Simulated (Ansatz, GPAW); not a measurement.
# Polarising Nb2N(OH)2 MXene monolayer with a field along the normal

The dipole of the cell at several fields, atoms fixed. What does the strongest field give, and what length does the slope stand for?

**Method.** GPAW 26.7.0, plane waves (500 eV), PAW setups, PBE, 12×12 mesh, a dipole layer in the vacuum; geometry relaxed without an applied field with Ansatz 0.2.0. The cell's area is 9.27 Å², and e/ε0 = 180.95 V Å.

Results, with one row withheld:

```
field (V/Å)  dipole (e Å)
       −0.2       −0.1275
       −0.1       −0.0635
      −0.05       −0.0317
       0.05        0.0317
        0.1        0.0635
        0.2        0.1275
        0.3             ?
```

**Question.** What is the dipole at 0.3 V/Å?

**Working.** A line through the 6 points has the slope α = 0.637 e Å per V/Å and the intercept p₀ = 0.0000 e Å (r.m.s. residual 1.5e−04). At 0.3 V/Å it gives p = 0.0000 + 0.637 × 0.3 = 0.1911 e Å; the run gives 0.1926 e Å, so the response stays linear to 0.8 % of the induced part. Dividing by ε0 and the area: α/(ε0 A) = 0.637 × 180.95 / 9.27 = 12.44 Å, against 6.64 Å between the outer nuclei.

Caveats: This is the electronic response alone; ions that move would add to it in polar layers. Spin-polarised runs started from parallel moments; another order may lie lower.

[Logs are printed without paths, hosts, clocks, repeated set-up lines and the standing remarks that a program may print on its own settings, such as how far it seeks lower states.]
